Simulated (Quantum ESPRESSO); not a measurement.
# Wannier-interpolated electron–phonon scattering in Nb (Im-3m)

The plan: phonons and Wannier functions of Nb (Im-3m), and, if the interpolated phonons are stable, its coupling and resistivity.

Method: DFT PBE, scalar-relativistic, plane waves, PseudoDojo 0.4.1 norm-conserving pseudopotentials, in Quantum ESPRESSO 7.5.

The database entry behind the starting cell differs from other determinations of this structure, so it need not match the best structure at room temperature.

**1. The structure**

Symmetry: Im-3m, No. 229, cubic system. Conventional cell: a = 3.328 Å, b = 3.328 Å, c = 3.328 Å, α = 90.00°, β = 90.00°, γ = 90.00°. Nearest to Nb lie 8 Nb at 2.88 Å.

**2. Relaxation**

The cell is relaxed under the functional used for all that follows.

relax.in reads:

```
 &control
    calculation='vc-relax',
    prefix='x',
    outdir='./tmp',
    pseudo_dir='./pseudo',
    tprnfor=.true.,
    tstress=.true.,
    etot_conv_thr=1.0d-05,
    forc_conv_thr=4.0d-04,
 /
 &system
    ibrav=0,
    nat=1,
    ntyp=1,
    ecutwfc=82.0,
    occupations='smearing',
    smearing='mv',
    degauss=0.02,
 /
 &electrons
    conv_thr=1.0d-11,
 /
 &ions
 /
 &cell
    press_conv_thr=0.4,
 /
ATOMIC_SPECIES
 Nb     92.9064  Nb.upf
CELL_PARAMETERS angstrom
    -1.663950000    1.663950000    1.663950000
     1.663950000   -1.663950000    1.663950000
     1.663950000    1.663950000   -1.663950000
ATOMIC_POSITIONS crystal
 Nb     0.000000000   0.000000000   0.000000000
K_POINTS automatic
 12 12 12 0 0 0
```

Started as:

```sh
$ OMP_NUM_THREADS=1 mpirun -n 4 pw.x -nk 4 -in relax.in > relax.out
```

What it wrote:

```text
Program PWSCF v.7.5

     This program is part of the open-source Quantum ESPRESSO suite
     for quantum simulation of materials; please cite
         "P. Giannozzi et al., J. Phys.:Condens. Matter 21 395502 (2009);
         "P. Giannozzi et al., J. Phys.:Condens. Matter 29 465901 (2017);
         "P. Giannozzi et al., J. Chem. Phys. 152 154105 (2020);
     in publications or presentations arising from this work. More details at

     Message from routine setup:
     using ibrav=0 with symmetry is DISCOURAGED, use correct ibrav instead

     G-vector sticks info
     --------------------
     sticks:   dense  smooth     PW     G-vecs:    dense   smooth      PW
     Sum         731     731    261                12527    12527    2659

     Using Slab Decomposition

     bravais-lattice index     =            0
     lattice parameter (alat)  =       5.4463  a.u.
     unit-cell volume          =     124.3591 (a.u.)^3
     number of atoms/cell      =            1
     number of atomic types    =            1
     number of electrons       =        13.00
     number of Kohn-Sham states=           11
     kinetic-energy cutoff     =      82.0000  Ry
     charge density cutoff     =     328.0000  Ry
     scf convergence threshold =      1.0E-11
     mixing beta               =       0.7000
     number of iterations used =            8  plain     mixing
     energy convergence thresh.=      1.0E-05
     force convergence thresh. =      4.0E-04
     press convergence thresh. =      4.0E-01
     Exchange-correlation= PBE
                           (   1   4   3   4   0   0   0)
     nstep                     =           50

     celldm(1)=   5.446278  celldm(2)=   0.000000  celldm(3)=   0.000000
     celldm(4)=   0.000000  celldm(5)=   0.000000  celldm(6)=   0.000000

     crystal axes: (cart. coord. in units of alat)
               a(1) = (  -0.577350   0.577350   0.577350 )
               a(2) = (   0.577350  -0.577350   0.577350 )
               a(3) = (   0.577350   0.577350  -0.577350 )
[...]
number of Kohn-Sham states=           11
     number of k points=    72  Marzari-Vanderbilt smearing, width (Ry)=  0.0200
     estimated scf accuracy    <       0.09009500 Ry
     estimated scf accuracy    <       0.00528652 Ry
     estimated scf accuracy    <       0.00015353 Ry
     estimated scf accuracy    <       0.00000231 Ry
     estimated scf accuracy    <       0.00000042 Ry
     estimated scf accuracy    <          4.5E-10 Ry
     estimated scf accuracy    <          1.5E-10 Ry
     estimated scf accuracy    <          2.3E-11 Ry
     estimated scf accuracy    <       0.00000058 Ry
     estimated scf accuracy    <          4.1E-10 Ry
     estimated scf accuracy    <          5.0E-11 Ry
     estimated scf accuracy    <          2.1E-11 Ry
     estimated scf accuracy    <          8.5E-13 Ry
     the Fermi energy is    17.8179 ev
!    total energy              =    -124.57166689 Ry
     estimated scf accuracy    <          1.3E-14 Ry
     convergence has been achieved in  10 iterations
          total   stress  (Ry/bohr**3)                   (kbar)     P=       -0.07
   JOB DONE.
```

The job ended after 10 s (4 MPI ranks of Arm Neoverse V2, shared host).

Read from the output:

| Item | Value |
| --- | --- |
| free energy | -1694.8839 eV |
| pressure | -0.007000 GPa |
| volume per atom | 18.14 Å³/atom |
| n steps | 4 |

The volume ends at 18.14 Å³ an atom, -1.6 % from the start.

**3. Ground state**

Linear response needs a tightly converged ground state.

scf.in reads:

```
 &control
    calculation='scf',
    prefix='x',
    outdir='./tmp',
    pseudo_dir='./pseudo',
    tprnfor=.true.,
    tstress=.true.,
 /
 &system
    ibrav=0,
    nat=1,
    ntyp=1,
    ecutwfc=82.0,
    occupations='smearing',
    smearing='mv',
    degauss=0.02,
 /
 &electrons
    conv_thr=1.0d-12,
 /
ATOMIC_SPECIES
 Nb     92.9064  Nb.upf
CELL_PARAMETERS angstrom
    -1.655208900    1.655208900    1.655208900
     1.655208900   -1.655208900    1.655208900
     1.655208900    1.655208900   -1.655208900
ATOMIC_POSITIONS crystal
 Nb     0.000000000   0.000000000   0.000000000
K_POINTS automatic
 12 12 12 0 0 0
```

Started as:

```sh
$ OMP_NUM_THREADS=1 mpirun -n 4 pw.x -nk 4 -in scf.in > scf.out
```

What it wrote:

```text
[banner, memory and clock lines left out]
[...]
number of Kohn-Sham states=           11
     number of k points=    72  Marzari-Vanderbilt smearing, width (Ry)=  0.0200
     estimated scf accuracy    <       0.08734379 Ry
     estimated scf accuracy    <       0.00491597 Ry
     estimated scf accuracy    <       0.00015011 Ry
     estimated scf accuracy    <       0.00000217 Ry
     estimated scf accuracy    <       0.00000042 Ry
     estimated scf accuracy    <          4.5E-10 Ry
     estimated scf accuracy    <          1.7E-10 Ry
     estimated scf accuracy    <          2.2E-11 Ry
     the Fermi energy is    17.8179 ev
!    total energy              =    -124.57166689 Ry
     estimated scf accuracy    <          8.1E-13 Ry
     convergence has been achieved in   9 iterations
          total   stress  (Ry/bohr**3)                   (kbar)     P=       -0.07
```

The job ended after 3.3 s (4 MPI ranks; 13 s of CPU time).

Read from the output:

```yaml
fermi_energy: 17.82 eV
```

The Fermi level lies at 17.82 eV and the pressure is -0.0070 GPa.

**4. Phonons on the coarse mesh**

ph.x gives the dynamical matrices and the changes of the potential on a coarse q mesh, which EPW interpolates.

ph.in reads:

```
phonons
 &inputph
    prefix='x',
    outdir='./tmp',
    tr2_ph=1.0d-14,
    fildyn='x.dyn',
    fildvscf='dvscf',
    ldisp=.true.,
    nq1=4,
    nq2=4,
    nq3=4,
    alpha_mix(1)=0.5,
    amass(1)=92.9064,
 /
```

Started as:

```sh
$ OMP_NUM_THREADS=1 mpirun -n 4 ph.x -nk 4 -in ph.in > ph.out
```

What it wrote:

```text
[banner, memory and clock lines left out]
Program PHONON v.7.5

     ./tmp/x.save/

     IMPORTANT: XC functional enforced from input :
     Exchange-correlation= PBE
                           (   1   4   3   4   0   0   0)
     Any further DFT definition will be discarded
     Please, verify this is what you really want

     G-vector sticks info

     Reading collected, re-writing distributed wavefunctions in ./tmp/

     Dynamical matrices for ( 4, 4, 4)  uniform grid of q-points
     (   8 q-points):
       N         xq(1)         xq(2)         xq(3)
       1   0.000000000   0.000000000   0.000000000
       2   0.216506351   0.216506351   0.000000000
       3  -0.433012702  -0.433012702   0.000000000
       4   0.433012702   0.216506351   0.216506351
       5   0.433012702   0.433012702   0.433012702
       6   0.000000000   0.000000000   0.433012702
       7  -0.866025404  -0.216506351  -0.216506351
       8  -0.866025404  -0.866025404  -0.866025404

     Number and degeneracy of irreps per q-point
       N         xq(1)         xq(2)         xq(3)   N irreps
       1   0.000000000   0.000000000   0.000000000       1
        3
       2   0.216506351   0.216506351   0.000000000       3
     No degeneracy
       3  -0.433012702  -0.433012702   0.000000000       3
     No degeneracy
       4   0.433012702   0.216506351   0.216506351       3
     No degeneracy
       5   0.433012702   0.433012702   0.433012702       1
        3
       6   0.000000000   0.000000000   0.433012702       2
        1   2
       7  -0.866025404  -0.216506351  -0.216506351       3
     No degeneracy
       8  -0.866025404  -0.866025404  -0.866025404       1
        3

     Saving dvscf to file. Distribute only q points, not irreducible representations.

     Calculation of q =    0.0000000   0.0000000   0.0000000

     phonons

     bravais-lattice index     =            0
     lattice parameter (alat)  =       5.4177  a.u.
     unit-cell volume          =     122.4095 (a.u.)^3
     number of atoms/cell      =            1
     number of atomic types    =            1
     kinetic-energy cut-off    =      82.0000  Ry
     charge density cut-off    =     328.0000  Ry
     convergence threshold     =      1.0E-14
     beta                      =       0.5000
     number of iterations used =            4
     Exchange-correlation= PBE
                           (   1   4   3   4   0   0   0)

     celldm(1)=    5.41767  celldm(2)=    0.00000  celldm(3)=    0.00000
     celldm(4)=    0.00000  celldm(5)=    0.00000  celldm(6)=    0.00000

     crystal axes: (cart. coord. in units of alat)
               a(1) = ( -0.5774  0.5774  0.5774 )
               a(2) = (  0.5774 -0.5774  0.5774 )
               a(3) = (  0.5774  0.5774 -0.5774 )

     reciprocal axes: (cart. coord. in units 2 pi/alat)
               b(1) = (  0.0000  0.8660  0.8660 )
               b(2) = (  0.8660  0.0000  0.8660 )
               b(3) = (  0.8660  0.8660  0.0000 )

     Atoms inside the unit cell:

     Cartesian axes

     site n.  atom      mass           positions (alat units)
        1  Nb     92.9064   tau(    1) = (    0.00000    0.00000    0.00000  )

     Computing dynamical matrix for
                    q = (   0.0000000   0.0000000   0.0000000 )

     49 Sym.Ops. (with q -> -q+G )

     G cutoff =  243.8590  (  12215 G-vectors)     FFT grid: ( 32, 32, 32)

     number of k points=    72  Marzari-Vanderbilt smearing, width (Ry)=  0.0200

     PseudoPot. # 1 for Nb read from file:
     ./pseudo/Nb.upf
     Pseudo is Norm-conserving + core correction, Zval = 13.0
     Using radial grid of 1680 points,  6 beta functions with:
                l(1) =   0
                l(2) =   0
                l(3) =   1
                l(4) =   1
                l(5) =   2
                l(6) =   2

     Mode symmetry, O_h (m-3m)  point group:

     Atomic displacements:
     There are    1 irreducible representations

     Representation     1      3 modes -  To be done

     Alpha used in Ewald sum =   2.8000

     Representation #   1 modes #   1   2   3

     Self-consistent Calculation

     Pert. #  1: Fermi energy shift (Ry) =     1.3463E-27     3.1347E-38
     Pert. #  2: Fermi energy shift (Ry) =     0.0000E+00     0.0000E+00
     Pert. #  3: Fermi energy shift (Ry) =    -8.2883E-28     1.7241E-37

      thresh= 1.000E-02 alpha_mix =  0.500 |ddv_scf|^2 =  2.608E-06

     Pert. #  1: Fermi energy shift (Ry) =    -1.8849E-27    -2.4489E-40
     Pert. #  2: Fermi energy shift (Ry) =    -4.0390E-27    -6.1224E-39
     Pert. #  3: Fermi energy shift (Ry) =    -1.1044E-27    -1.8367E-40

      thresh= 1.615E-04 alpha_mix =  0.500 |ddv_scf|^2 =  8.047E-08

     Pert. #  1: Fermi energy shift (Ry) =     7.0009E-27    -1.2245E-40
     Pert. #  2: Fermi energy shift (Ry) =     1.3463E-26    -6.1224E-41
     Pert. #  3: Fermi energy shift (Ry) =    -1.2719E-26    -4.5918E-41

      thresh= 2.837E-05 alpha_mix =  0.500 |ddv_scf|^2 =  4.201E-09

     Pert. #  1: Fermi energy shift (Ry) =    -5.3853E-28    -1.5306E-41
     Pert. #  2: Fermi energy shift (Ry) =     8.0779E-28    -9.1835E-41
     Pert. #  3: Fermi energy shift (Ry) =    -1.7628E-27    -3.8265E-42

      thresh= 6.481E-06 alpha_mix =  0.500 |ddv_scf|^2 =  1.195E-11

     Pert. #  1: Fermi energy shift (Ry) =    -8.0779E-28     1.4349E-42
     Pert. #  2: Fermi energy shift (Ry) =    -2.1541E-27    -5.7397E-42
     Pert. #  3: Fermi energy shift (Ry) =    -1.2622E-27     5.9789E-43

      thresh= 3.457E-07 alpha_mix =  0.500 |ddv_scf|^2 =  2.017E-13

     Pert. #  1: Fermi energy shift (Ry) =     4.5775E-27     1.1958E-42
     Pert. #  2: Fermi energy shift (Ry) =    -8.8857E-27    -1.1958E-42
     Pert. #  3: Fermi energy shift (Ry) =     1.3674E-27    -1.5246E-42

      thresh= 4.491E-08 alpha_mix =  0.500 |ddv_scf|^2 =  4.393E-15

     End of self-consistent calculation

     Convergence has been achieved

     Number of q in the star =    1
     List of q in the star:
          1   0.000000000   0.000000000   0.000000000

     Diagonalizing the dynamical matrix

     q = (    0.000000000   0.000000000   0.000000000 )

 **************************************************************************
     freq (    1) =       0.186893 [THz] =       6.234081 [cm-1]
     freq (    2) =       0.186893 [THz] =       6.234081 [cm-1]
     freq (    3) =       0.186893 [THz] =       6.234081 [cm-1]
 **************************************************************************

     Mode symmetry, O_h (m-3m)  point group:

     freq (   1-   3) =          6.2  [cm-1]   --> T_1u G_15  G_4- I

     Calculation of q =    0.2165064   0.2165064   0.0000000

     G-vector sticks info

     Title:
[...]
thresh= 6.578E-08 alpha_mix =  0.500 |ddv_scf|^2 =  3.834E-13

[...]
End of self-consistent calculation

     Convergence has been achieved

     Representation #   2 mode #   2

     Self-consistent Calculation

[...]
End of self-consistent calculation

     Convergence has been achieved

     Representation #   3 mode #   3

     Self-consistent Calculation

[...]
thresh= 3.583E-08 alpha_mix =  0.500 |ddv_scf|^2 =  5.323E-15

     End of self-consistent calculation

     Convergence has been achieved

     Number of q in the star =   12
     List of q in the star:
          1  -0.866025404  -0.216506351  -0.216506351
          2  -0.216506351   0.866025404  -0.216506351
          3  -0.866025404   0.216506351  -0.216506351
          4   0.216506351  -0.866025404  -0.216506351
          5   0.216506351  -0.866025404   0.216506351
          6   0.866025404  -0.216506351   0.216506351
          7  -0.866025404   0.216506351   0.216506351
          8  -0.216506351   0.866025404   0.216506351
          9   0.216506351  -0.216506351   0.866025404
         10  -0.216506351  -0.216506351  -0.866025404
         11   0.216506351   0.216506351  -0.866025404
         12  -0.216506351   0.216506351   0.866025404

     Diagonalizing the dynamical matrix

     q = (   -0.866025404  -0.216506351  -0.216506351 )

 **************************************************************************
     freq (    1) =       3.749813 [THz] =     125.080283 [cm-1]
     freq (    2) =       5.309758 [THz] =     177.114469 [cm-1]
     freq (    3) =       5.685613 [THz] =     189.651644 [cm-1]
 **************************************************************************

     Mode symmetry, C_2v (mm2)  point group:

     freq (   1-   1) =        125.1  [cm-1]   --> A_1  D_1  S_1
     freq (   2-   2) =        177.1  [cm-1]   --> B_2  D_4  S_4
     freq (   3-   3) =        189.7  [cm-1]   --> B_1  D_3  S_3

     Calculation of q =   -0.8660254  -0.8660254  -0.8660254

     G-vector sticks info

     Title:
     phonons

     bravais-lattice index     =            0
     lattice parameter (alat)  =       5.4177  a.u.
     unit-cell volume          =     122.4095 (a.u.)^3
     number of atoms/cell      =            1
     number of atomic types    =            1
     number of electrons       =        13.00
     number of Kohn-Sham states=           11
     kinetic-energy cutoff     =      82.0000  Ry
     charge density cutoff     =     328.0000  Ry
     Exchange-correlation= PBE
                           (   1   4   3   4   0   0   0)

     celldm(1)=   5.417667  celldm(2)=   0.000000  celldm(3)=   0.000000
     celldm(4)=   0.000000  celldm(5)=   0.000000  celldm(6)=   0.000000

     crystal axes: (cart. coord. in units of alat)
               a(1) = (  -0.577350   0.577350   0.577350 )
               a(2) = (   0.577350  -0.577350   0.577350 )
               a(3) = (   0.577350   0.577350  -0.577350 )

     reciprocal axes: (cart. coord. in units 2 pi/alat)
               b(1) = (  0.000000  0.866025  0.866025 )
               b(2) = (  0.866025  0.000000  0.866025 )
               b(3) = (  0.866025  0.866025  0.000000 )

     PseudoPot. # 1 for Nb read from file:
     ./pseudo/Nb.upf
     Pseudo is Norm-conserving + core correction, Zval = 13.0
     Using radial grid of 1680 points,  6 beta functions with:
[...]
l(5) =   2
                l(6) =   2

     atomic species   valence    mass     pseudopotential
     Nb               13.00    92.90640     Nb( 1.00)

     48 Sym. Ops., with inversion, found

   Cartesian axes

     site n.     atom                  positions (alat units)
         1        Nb     tau(   1) = (   0.0000000   0.0000000   0.0000000  )

     number of k points=   144  Marzari-Vanderbilt smearing, width (Ry)=  0.0200

     Number of k-points >= 100: set verbosity='high' to print them.

     Dense  grid:    12215 G-vectors     FFT dimensions: (  32,  32,  32)

     The potential is recalculated from file :
     ./tmp/_ph0/x.q_8/x.save/charge-density

     Starting wfcs are   10 atomic +    1 random wfcs

     Band Structure Calculation
     Davidson diagonalization with overlap

     ethr =  7.69E-11,  avg # of iterations = 15.4

     End of band structure calculation

     Number of k-points >= 100: set verbosity='high' to print the bands.

     the Fermi energy is    17.8179 ev

     Writing config to output data dir ./tmp/_ph0/x.q_8/x.save/ :
     XML data file

     phonons

     bravais-lattice index     =            0
     lattice parameter (alat)  =       5.4177  a.u.
     unit-cell volume          =     122.4095 (a.u.)^3
     number of atoms/cell      =            1
     number of atomic types    =            1
     kinetic-energy cut-off    =      82.0000  Ry
     charge density cut-off    =     328.0000  Ry
     convergence threshold     =      1.0E-14
     beta                      =       0.5000
     number of iterations used =            4
     Exchange-correlation= PBE
                           (   1   4   3   4   0   0   0)

     celldm(1)=    5.41767  celldm(2)=    0.00000  celldm(3)=    0.00000
     celldm(4)=    0.00000  celldm(5)=    0.00000  celldm(6)=    0.00000

     crystal axes: (cart. coord. in units of alat)
               a(1) = ( -0.5774  0.5774  0.5774 )
               a(2) = (  0.5774 -0.5774  0.5774 )
               a(3) = (  0.5774  0.5774 -0.5774 )

     reciprocal axes: (cart. coord. in units 2 pi/alat)
               b(1) = (  0.0000  0.8660  0.8660 )
               b(2) = (  0.8660  0.0000  0.8660 )
               b(3) = (  0.8660  0.8660  0.0000 )

     Atoms inside the unit cell:

     Cartesian axes

     site n.  atom      mass           positions (alat units)
        1  Nb     92.9064   tau(    1) = (    0.00000    0.00000    0.00000  )

     Computing dynamical matrix for
                    q = (  -0.8660254  -0.8660254  -0.8660254 )

     49 Sym.Ops. (with q -> -q+G )

     G cutoff =  243.8590  (  12215 G-vectors)     FFT grid: ( 32, 32, 32)

     number of k points=   144  Marzari-Vanderbilt smearing, width (Ry)=  0.0200

     PseudoPot. # 1 for Nb read from file:
     ./pseudo/Nb.upf
     Pseudo is Norm-conserving + core correction, Zval = 13.0
     Using radial grid of 1680 points,  6 beta functions with:
                l(1) =   0
                l(2) =   0
                l(3) =   1
                l(4) =   1
                l(5) =   2
                l(6) =   2

     Mode symmetry, O_h (m-3m)  point group:

     Atomic displacements:
     There are    1 irreducible representations

     Representation     1      3 modes -  To be done

     Message from routine init_vloc:
     Interpolation table for Vloc re-allocated

     Alpha used in Ewald sum =   2.8000

     Representation #   1 modes #   1   2   3

     Self-consistent Calculation

      thresh= 1.000E-02 alpha_mix =  0.500 |ddv_scf|^2 =  1.719E-05

      thresh= 4.146E-04 alpha_mix =  0.500 |ddv_scf|^2 =  4.777E-07

      thresh= 6.911E-05 alpha_mix =  0.500 |ddv_scf|^2 =  5.409E-09

      thresh= 7.355E-06 alpha_mix =  0.500 |ddv_scf|^2 =  4.789E-11

      thresh= 6.920E-07 alpha_mix =  0.500 |ddv_scf|^2 =  8.842E-13

      thresh= 9.403E-08 alpha_mix =  0.500 |ddv_scf|^2 =  1.159E-13

      thresh= 3.404E-08 alpha_mix =  0.500 |ddv_scf|^2 =  6.988E-16

     End of self-consistent calculation

     Convergence has been achieved

     Number of q in the star =    1
     List of q in the star:
          1  -0.866025404  -0.866025404  -0.866025404

     Diagonalizing the dynamical matrix

     q = (   -0.866025404  -0.866025404  -0.866025404 )

 **************************************************************************
     freq (    1) =       6.246140 [THz] =     208.348790 [cm-1]
     freq (    2) =       6.246140 [THz] =     208.348790 [cm-1]
     freq (    3) =       6.246140 [THz] =     208.348790 [cm-1]
 **************************************************************************

     Mode symmetry, O_h (m-3m)  point group:

     freq (   1-   3) =        208.3  [cm-1]   --> T_1u G_15  G_4-
```

Run time: 11 min. Hardware: 4 MPI ranks; 43 min of CPU time.

Numbers from this step:

- lowest frequency off the zone centre: 70.37 cm⁻¹
- largest magnitude of the acoustic modes at the zone centre, before the sum rule: 6.234 cm⁻¹

(Continued in part 2 of 2.)

[Long decimals in the printed logs are rounded to 6 places.]

[The logs of pw.x and epw.x are selected lines.]

[Logs are printed without paths, hosts, clocks, repeated set-up lines and the standing remarks that a program may print on its own settings, such as how far it seeks lower states.]

[Hosts, paths, dates, database ids (printed as entryN), source tags and the programs' standing remarks are cut or masked in the printed files.]

[Where an α²F curve comes without its own λ, its integral differs from the program's λ by over 10 % or holds noise near zero frequency.]
